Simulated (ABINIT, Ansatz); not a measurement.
# How the form of the self-energy moves the gap of CsPbCl3 (Pm-3m)

Aim: compare treatments of exchange, screening and correlation for the gap of CsPbCl3 (Pm-3m).

Method: PBEsol and many-body steps on it, plane waves, in ABINIT 10.8.3.

## (1) The starting structure

Symmetry: Pm-3m, No. 221, cubic system. The conventional cell has a = 5.605 Å, b = 5.605 Å, c = 5.605 Å, α = 90.00°, β = 90.00°, γ = 90.00°. Nearest to Cs lie 12 Cl at 3.96 Å. Nearest to Pb lie 6 Cl at 2.80 Å. Cl has 2 Pb at 2.80 Å and 4 Cs at 3.96 Å nearest. Farther neighbours and most contacts between anions are not listed.

As a file:

```cif
data_structure
_symmetry_space_group_name_H-M 'P 1'
_symmetry_Int_Tables_number 1
_cell_length_a 5.6050
_cell_length_b 5.6050
_cell_length_c 5.6050
_cell_angle_alpha 90.000
_cell_angle_beta 90.000
_cell_angle_gamma 90.000
_cell_volume 176.09
loop_
_atom_site_label
_atom_site_type_symbol
_atom_site_fract_x
_atom_site_fract_y
_atom_site_fract_z
_atom_site_occupancy
Cs1 Cs 0.00000 0.00000 0.00000 1
Pb2 Pb 0.50000 0.50000 0.50000 1
Cl3 Cl 0.50000 0.50000 0.00000 1
Cl4 Cl 0.00000 0.50000 0.50000 1
Cl5 Cl 0.50000 0.00000 0.50000 1
```

The cell and positions come from the Crystallography Open Database and are kept as given unless a step says otherwise. Spin-orbit coupling is left out unless a step names it.

## (2) Empty states on the mesh, 2×2×2 mesh, 338 bands

This step: ABINIT 10.8.3; DFT, PBEsol, plane waves, norm-conserving pseudopotentials.

The sums over transitions need many empty states on a uniform mesh; this step solves for them.

run.abi reads:

```
acell 3*1.0 Angstrom
rprim 
  5.605000000000 0.000000000000 0.000000000000
  0.000000000000 5.605000000000 0.000000000000
  0.000000000000 0.000000000000 5.605000000000
ntypat 3
znucl 55 82 17
natom 5
typat 1 2 3 3 3
xred 
  0.000000000000 0.000000000000 0.000000000000
  0.500000000000 0.500000000000 0.500000000000
  0.500000000000 0.500000000000 0.000000000000
  0.000000000000 0.500000000000 0.500000000000
  0.500000000000 0.000000000000 0.500000000000
pp_dirpath "pseudos"
pseudos "Cs.upf, Pb.upf, Cl.upf"
ecut 25
ngkpt 2 2 2
nshiftk 1
shiftk 0 0 0
kptopt 1
chksymbreak 0
iscf -2
irdden 1
istwfk *1
nband 338
nbdbuf 30
tolwfr 1e-09
nstep 60
prtvol 0
indata_prefix "in"
outdata_prefix "out"
tmpdata_prefix "tmp"
```

Launch:

```bash
OMP_NUM_THREADS=1 mpirun -n 4 abinit run.abi > log
```

Numbers of over 12 decimals in the logs are rounded to 6 here.

Output:

```text
.Version 10.8.3 of ABINIT. v10.8.2 released Aug 2026.

 Symmetries : space group Pm -3 m (#221); Bravais cP (primitive cubic)
[... echo of the input left out ...]
== DATASET  1 ==================================================================
-   mpi_nproc: 4, omp_nthreads: 1 (-1 if OMP is not activated)

--- !DatasetInfo
iteration_state: {dtset: 1, }
dimensions: {natom: 5, nkpt: 4, mband: 338, nsppol: 1, nspinor: 1, nspden: 1, mpw: 7123, }
cutoff_energies: {ecut:  25.0, pawecutdg:  -1.0, }
[...]
2.89693    2.89693    2.89694    2.90081    2.90082    2.90667    2.90667    2.90668
   2.92332    2.92333    2.92338    2.93203    2.95026    2.95136    2.96689    2.96799
   2.96913    2.97080
 prteigrs : prtvol=0 or 1, do not print more k-points.

== END DATASET(S) ==============================================================
================================================================================

 -outvars: echo values of variables after computation  --------
            nband         338
             nkpt           4
          spgroup         221
 [... the other variables as echoed above ...]

 Calculation completed.
```

The job ended after 2.5 min (4 MPI ranks of Arm Neoverse V2, shared host; peak memory 0.47 GiB).

Numbers from this step:

```
gap                                                           : 1.802 eV
k of the valence top                                          : 0.5, 0.5, 0.5
k of the conduction bottom                                    : 0.5, 0.5, 0.5
least direct gap                                              : 1.802 eV
k points computed                                             : 4
lowest point of the top converged band, above the valence top : 73.3605 eV
```

On this mesh the gap is 1.802 eV.

The density comes from a self-consistent run that is not shown.

## (3) Screening, 2×2×2 mesh, 138 bands, screening to 114.3 eV

The RPA dielectric matrix is built and inverted for each q.

This step: RPA screening on PBEsol, plane waves, norm-conserving pseudopotentials.

run.abi: that of step 2 with these lines changed.

```diff
@@ -23,10 +23,11 @@
 chksymbreak 0
-iscf -2
-irdden 1
 istwfk *1
-nband 338
-nbdbuf 30
-tolwfr 1e-09
-nstep 60
-prtvol 0
+occopt 1
+irdwfk 1
+optdriver 3
+nband 138
+ecuteps 4.2
+inclvkb 2
+awtr 1
+symchi 1
 indata_prefix "in"
```

Output:

```text
.Version 10.8.3 of ABINIT. v10.8.2 released Aug 2026.

 Symmetries : space group Pm -3 m (#221); Bravais cP (primitive cubic)
[... echo of the input left out ...]
== DATASET  1 ==================================================================
-   mpi_nproc: 4, omp_nthreads: 1 (-1 if OMP is not activated)

--- !DatasetInfo
iteration_state: {dtset: 1, }
dimensions: {natom: 5, nkpt: 4, mband: 138, nsppol: 1, nspinor: 1, nspden: 1, mpw: 7123, }
cutoff_energies: {ecut:  25.0, pawecutdg:  -1.0, }
electrons: {nelect:   4.40000000E+01, charge:   0.00000000E+00, occopt:   1.00000000E+00, tsmear:   1.00000000E-02, }

 SCREENING: Calculation of the susceptibility and dielectric matrices

 Based on a program developped by R.W. Godby, V. Olevano, G. Onida, and L. Reining.
 Incorporated in ABINIT by V. Olevano, G.-M. Rignanese, and M. Torrent.
.Using double precision arithmetic ; gwpc =  8

[... cell and pseudopotentials left out ...]
--------------------------------------------------------------------------------

 ==== K-mesh for the wavefunctions ====
 Number of points in the irreducible wedge :     4
[... list of points left out ...]
 Together with 48 symmetry operations and time-reversal symmetry
 yields     8 points in the full Brillouin Zone.

 ==== Q-mesh for the screening function ====
 Number of points in the irreducible wedge :     4
[... list of points left out ...]
 Together with 48 symmetry operations and time-reversal symmetry
 yields     8 points in the full Brillouin Zone.

 setmesh: FFT mesh size selected  =    36x   36x   36
          total number of points  =        46656

 vcoul_init : cutoff-mode = AUXILIARY_FUNCTION
 q-points for optical limit:   1
     1)      0.000010    0.000020    0.000030

- screening: taking advantage of time-reversal symmetry
- Maximum band index for partially occupied states nbvw = 22
- Remaining bands to be divided among processors   nbcw = 116
- Number of bands treated by each node ~29

 Number of electrons calculated from density =   44.0000; Expected =   44.0000
 average of density, n =  0.037028
 r_s =    1.8612
 omega_plasma =   18.5618 [eV]

 calculating chi0 at frequencies [eV] :
  1    0.000000E+00    0.000000E+00
  2    0.000000E+00    1.856181E+01

--------------------------------------------------------------------------------
  q-point number  1        q = ( 0.000000, 0.000000, 0.000000) [r.l.u.]
--------------------------------------------------------------------------------
[... chi0 elements left out ...]
 For q-point:  0.000010 0.000020 0.000030
  dielectric constant =   7.9609
  dielectric constant without local fields =   9.1656

  Average fulfillment of the sum rule on Im[epsilon] for q-point    1 :     64.67  [%]
[... wings left out ...]
  q-point number  2        q = ( 0.500000, 0.000000, 0.000000) [r.l.u.]
--------------------------------------------------------------------------------
[... chi0 elements left out ...]
  Average fulfillment of the sum rule on Im[epsilon] for q-point    2 :     73.53  [%]

 [... 2 further q-points ...]
```

Elapsed: 32 s, on 4 MPI ranks; peak memory 1.3 GiB; 2.1 min of CPU time.

Numbers from this step:

| Item | Value |
| --- | --- |
| ε∞ with local fields, on this mesh, along the program's q direction | 7.961 |
| the same without local fields | 9.166 |
| plasma frequency | 18.56 eV |
| plane waves in the screening matrix | 461 |

Local fields lower ε∞ by 13 %. On a Γ-centred mesh this coarse the value itself is usually too large, while a short band sum pulls it down.

## (4) G0W0, Godby-Needs plasmon pole

The self-energy is evaluated for the states that the input lists, and the levels follow from it, in one-shot runs by the linearised quasiparticle equation.

This step: G0W0 on PBEsol, plane waves, norm-conserving pseudopotentials.

run.abi: that of step 3 with these lines changed.

```diff
@@ -26,8 +26,17 @@
 irdwfk 1
-optdriver 3
+optdriver 4
 nband 138
+gwcalctyp 0
+ecutsigx 25
+symsigma 1
+nkptgw 2
+kptgw 
+  0.5000000000 0.5000000000 0.5000000000
+  0.0000000000 0.0000000000 0.0000000000
+bdgw 
+  19 25
+  20 25
 ecuteps 4.2
-inclvkb 2
-awtr 1
-symchi 1
+irdscr 1
+ppmodel 1
 indata_prefix "in"
```

Output:

```text
.Version 10.8.3 of ABINIT. v10.8.2 released Aug 2026.

 Symmetries : space group Pm -3 m (#221); Bravais cP (primitive cubic)
[... echo of the input left out ...]
== DATASET  1 ==================================================================
-   mpi_nproc: 4, omp_nthreads: 1 (-1 if OMP is not activated)

--- !DatasetInfo
iteration_state: {dtset: 1, }
dimensions: {natom: 5, nkpt: 4, mband: 138, nsppol: 1, nspinor: 1, nspden: 1, mpw: 7123, }
cutoff_energies: {ecut:  25.0, pawecutdg:  -1.0, }
electrons: {nelect:   4.40000000E+01, charge:   0.00000000E+00, occopt:   1.00000000E+00, tsmear:   1.00000000E-02, }

 SIGMA: Calculation of the GW corrections

 Based on a program developped by R.W. Godby, V. Olevano, G. Onida, and L. Reining.
 Incorporated in ABINIT by V. Olevano, G.-M. Rignanese, and M. Torrent.
.Using double precision arithmetic ; gwpc =  8

[... cell and pseudopotentials left out ...]
--------------------------------------------------------------------------------

 ==== K-mesh for the wavefunctions ====
 Number of points in the irreducible wedge :     4
[... list of points left out ...]
 Together with 48 symmetry operations and time-reversal symmetry
 yields     8 points in the full Brillouin Zone.

 ==== Q-mesh for screening function ====
 Number of points in the irreducible wedge :     4
[... list of points left out ...]
 Together with 48 symmetry operations and time-reversal symmetry
 yields     8 points in the full Brillouin Zone.

 vcoul_init : cutoff-mode = AUXILIARY_FUNCTION
 q-points for optical limit:   1
     1)      0.000010    0.000020    0.000030
 setmesh: FFT mesh size selected  =    48x   48x   48
          total number of points  =       110592

 Number of electrons calculated from density =   44.0000; Expected =   44.0000
 average of density, n =  0.037028
 r_s =    1.8612
 omega_plasma =   18.5618 [eV]

 === KS Band Gaps ===
  >>>> For spin  1
   Minimum direct gap =   1.8021 [eV], located at k-point      :   0.5000  0.5000  0.5000
   Fundamental gap    =   1.8021 [eV], Top of valence bands at :   0.5000  0.5000  0.5000
                                       Bottom of conduction at :   0.5000  0.5000  0.5000
 SIGMA fundamental parameters:
 PLASMON POLE MODEL  1
 number of plane-waves for SigmaX                 7123
 number of plane-waves for SigmaC and W            461
 number of plane-waves for wavefunctions          7123
 number of bands                                   138
 number of independent spin polarizations            1
 number of spinorial components                      1
 number of k-points in IBZ                           4
 number of q-points in IBZ                           4
 number of symmetry operations                      48
 number of k-points in BZ                            8
 number of q-points in BZ                            8
 number of frequencies for dSigma/dE                 9
 frequency step for dSigma/dE [eV]                0.25
 number of omega for Sigma on real axis              0
 max omega for Sigma on real axis  [eV]           0.00
 zcut for avoiding poles [eV]                     0.10

 EPSILON^-1 parameters (SCR file):
 dimension of the eps^-1 matrix on file            461
 dimension of the eps^-1 matrix used               461
 number of plane-waves for wavefunctions          7123
 number of bands                                   138
 number of q-points in IBZ                           4
 number of frequencies                               2
 number of real frequencies                          1
 number of imag frequencies                          1

 matrix elements of self-energy operator (all in [eV])

 Perturbative Calculation

--- !SelfEnergy_ee
iteration_state: {dtset: 1, }
kpoint     : [   0.500,    0.500,    0.500, ]
spin       : 1
KS_gap     :    1.802
QP_gap     :    3.085
Delta_QP_KS:    1.283
data: !SigmaeeData |
     Band     E0 <VxcDFT>   SigX SigC(E0)      Z dSigC/dE  Sig(E)    E-E0       E
       19  -0.224 -14.108 -18.448   3.181   0.769  -0.300 -14.999  -0.891  -1.116
       20  -0.224 -14.108 -18.448   3.181   0.769  -0.300 -14.999  -0.891  -1.116
       21  -0.224 -14.108 -18.448   3.181   0.769  -0.300 -14.999  -0.891  -1.116
       22   1.960 -15.273 -17.816   1.843   0.790  -0.266 -15.826  -0.553   1.407
       23   3.762 -10.070  -6.524  -2.654   0.818  -0.223  -9.340   0.730   4.492
       24   3.762 -10.070  -6.524  -2.654   0.818  -0.223  -9.340   0.730   4.492
[...]
--- !SelfEnergy_ee
iteration_state: {dtset: 1, }
kpoint     : [   0.000,    0.000,    0.000, ]
spin       : 1
KS_gap     :    5.730
QP_gap     :    7.102
Delta_QP_KS:    1.372
data: !SigmaeeData |
     Band     E0 <VxcDFT>   SigX SigC(E0)      Z dSigC/dE  Sig(E)    E-E0       E
[...]
23   5.181  -6.534  -2.709  -3.240   0.840  -0.191  -6.043   0.491   5.672
       24   6.178  -6.728  -2.853  -3.118   0.840  -0.190  -6.092   0.636   6.813
       25   6.178  -6.728  -2.853  -3.118   0.840  -0.190  -6.092   0.636   6.813

== END DATASET(S) ==============================================================
================================================================================

 -outvars: echo values of variables after computation  --------
           etotal      0.0000000000E+00
            nband         138
             nkpt           4
          spgroup         221
 [... the other variables as echoed above ...]

 Calculation completed.
```

Run time: 19 s. Hardware: 4 MPI ranks; peak memory 1.2 GiB.

This step gave:

```
G0W0 gap on the points computed              : 3.085 eV
starting gap on the mesh                     : 1.802 eV
k of the valence top                         : 0.5, 0.5, 0.5
k of the conduction bottom                   : 0.5, 0.5, 0.5
Z at the valence top                         : 0.79
Z at the conduction bottom                   : 0.818
least direct G0W0 gap on the computed points : 3.085 eV
```

The gap on the mesh goes from 1.80 eV to 3.08 eV, a correction of +1.28 eV.

## (5) G0W0, von der Linden-Horsch plasmon pole

run.abi: that of step 4 with these lines changed.

```diff
@@ -40,3 +40,3 @@
 irdscr 1
-ppmodel 1
+ppmodel 3
 indata_prefix "in"
```

Output:

```text
.Version 10.8.3 of ABINIT. v10.8.2 released Aug 2026.

 Symmetries : space group Pm -3 m (#221); Bravais cP (primitive cubic)
[... echo of the input left out ...]
== DATASET  1 ==================================================================
-   mpi_nproc: 4, omp_nthreads: 1 (-1 if OMP is not activated)

--- !DatasetInfo
iteration_state: {dtset: 1, }
dimensions: {natom: 5, nkpt: 4, mband: 138, nsppol: 1, nspinor: 1, nspden: 1, mpw: 7123, }
cutoff_energies: {ecut:  25.0, pawecutdg:  -1.0, }
electrons: {nelect:   4.40000000E+01, charge:   0.00000000E+00, occopt:   1.00000000E+00, tsmear:   1.00000000E-02, }

 SIGMA: Calculation of the GW corrections

 Based on a program developped by R.W. Godby, V. Olevano, G. Onida, and L. Reining.
 Incorporated in ABINIT by V. Olevano, G.-M. Rignanese, and M. Torrent.
.Using double precision arithmetic ; gwpc =  8

[... cell and pseudopotentials left out ...]
--------------------------------------------------------------------------------

 ==== K-mesh for the wavefunctions ====
 Number of points in the irreducible wedge :     4
[... list of points left out ...]
 Together with 48 symmetry operations and time-reversal symmetry
 yields     8 points in the full Brillouin Zone.

 ==== Q-mesh for screening function ====
 Number of points in the irreducible wedge :     4
[... list of points left out ...]
 Together with 48 symmetry operations and time-reversal symmetry
 yields     8 points in the full Brillouin Zone.

 vcoul_init : cutoff-mode = AUXILIARY_FUNCTION
 q-points for optical limit:   1
     1)      0.000010    0.000020    0.000030
 setmesh: FFT mesh size selected  =    48x   48x   48
          total number of points  =       110592

 Number of electrons calculated from density =   44.0000; Expected =   44.0000
[...]
number of omega for Sigma on real axis              0
 max omega for Sigma on real axis  [eV]           0.00
 zcut for avoiding poles [eV]                     0.10

 EPSILON^-1 parameters (SCR file):
 dimension of the eps^-1 matrix on file            461
 dimension of the eps^-1 matrix used               461
 number of plane-waves for wavefunctions          7123
 number of bands                                   138
 number of q-points in IBZ                           4
 number of frequencies                               2
 number of real frequencies                          1
 number of imag frequencies                          1

 matrix elements of self-energy operator (all in [eV])

 Perturbative Calculation

--- !SelfEnergy_ee
iteration_state: {dtset: 1, }
kpoint     : [   0.500,    0.500,    0.500, ]
spin       : 1
KS_gap     :    1.802
QP_gap     :    3.106
Delta_QP_KS:    1.303
data: !SigmaeeData |
     Band     E0 <VxcDFT>   SigX SigC(E0)      Z dSigC/dE  Sig(E)    E-E0       E
       19  -0.224 -14.108 -18.448   2.941   0.837  -0.195 -15.278  -1.170  -1.395
       20  -0.224 -14.108 -18.448   2.941   0.837  -0.195 -15.278  -1.170  -1.395
       21  -0.224 -14.108 -18.448   2.941   0.837  -0.195 -15.278  -1.170  -1.395
[...]
--- !SelfEnergy_ee
iteration_state: {dtset: 1, }
kpoint     : [   0.000,    0.000,    0.000, ]
spin       : 1
KS_gap     :    5.730
QP_gap     :    7.215
Delta_QP_KS:    1.485
data: !SigmaeeData |
     Band     E0 <VxcDFT>   SigX SigC(E0)      Z dSigC/dE  Sig(E)    E-E0       E
[...]
24   6.178  -6.728  -2.853  -3.321   0.887  -0.127  -6.237   0.491   6.668
       25   6.178  -6.728  -2.853  -3.321   0.887  -0.127  -6.237   0.491   6.668

== END DATASET(S) ==============================================================
================================================================================

 -outvars: echo values of variables after computation  --------
           etotal      0.0000000000E+00
            nband         138
             nkpt           4
          spgroup         221
 [... the other variables as echoed above ...]

 Calculation completed.
```

Wall time 10 s (4 MPI ranks); peak memory 1.1 GiB.

Numbers from this step:

| Item | Value |
| --- | --- |
| G0W0 gap on the points computed | 3.105 eV |
| starting gap on the mesh | 1.802 eV |
| k of the valence top | 0.5, 0.5, 0.5 |
| k of the conduction bottom | 0.5, 0.5, 0.5 |
| Z at the valence top | 0.844 |
| Z at the conduction bottom | 0.867 |
| least direct G0W0 gap on the computed points | 3.105 eV |

Against G0W0 in ABINIT (2×2×2 mesh, 138 bands, screening to 114.3 eV, Godby-Needs plasmon pole), the gap moves by +0.020 eV.

## (6) G0W0, Engel-Farid plasmon pole

run.abi: that of step 5 with these lines changed.

```diff
@@ -40,3 +40,3 @@
 irdscr 1
-ppmodel 3
+ppmodel 4
 indata_prefix "in"
```

Output:

```text
.Version 10.8.3 of ABINIT. v10.8.2 released Aug 2026.

 Symmetries : space group Pm -3 m (#221); Bravais cP (primitive cubic)
[... echo of the input left out ...]
== DATASET  1 ==================================================================
-   mpi_nproc: 4, omp_nthreads: 1 (-1 if OMP is not activated)

--- !DatasetInfo
iteration_state: {dtset: 1, }
dimensions: {natom: 5, nkpt: 4, mband: 138, nsppol: 1, nspinor: 1, nspden: 1, mpw: 7123, }
cutoff_energies: {ecut:  25.0, pawecutdg:  -1.0, }
[...]
Band     E0 <VxcDFT>   SigX SigC(E0)      Z dSigC/dE  Sig(E)    E-E0       E
[...]
24   6.178  -6.728  -2.853  -3.169   0.839  -0.192  -6.136   0.592   6.770
       25   6.178  -6.728  -2.853  -3.169   0.839  -0.192  -6.136   0.592   6.770

== END DATASET(S) ==============================================================
================================================================================

 -outvars: echo values of variables after computation  --------
           etotal      0.0000000000E+00
            nband         138
             nkpt           4
          spgroup         221
 [... the other variables as echoed above ...]

 Calculation completed.
```

The job ended after 10 s (4 MPI ranks; peak memory 1.1 GiB).

Numbers from this step:

- G0W0 gap on the points computed: 3.131 eV
- starting gap on the mesh: 1.802 eV
- k of the valence top: 0.5, 0.5, 0.5
- k of the conduction bottom: 0.5, 0.5, 0.5
- least direct G0W0 gap on the computed points: 3.131 eV

Against G0W0 in ABINIT (2×2×2 mesh, 138 bands, screening to 114.3 eV, Godby-Needs plasmon pole), the gap moves by +0.046 eV.

(Continued in part 2 of 2.)

[Paths, hosts, dates, memory and timing lines, banners, echoed tables and standing remarks are left out of the program output.]

[Logs are printed without paths, hosts, clocks, repeated set-up lines and the standing remarks that a program may print on its own settings, such as how far it seeks lower states.]

[Runs of the session that timed out or met a known fault of the program may be left out.]

[No measured gap is set beside runs whose start may be inverted or whose files or cutoffs have a known fault.]

[Hosts, paths, dates, database ids (printed as entryN), source tags and the programs' standing remarks are cut or masked in the printed files.]

[G0W0 gaps are taken among the corrected bands and points alone; a level outside them can change the order at an edge.]

[Where Ansatz stands beside ABINIT at settings called matched, ABINIT's density can come from a denser mesh and the files from another edition; pairs whose starting gaps differed by over 0.03 eV were left out, so agreement reads better than it is.]
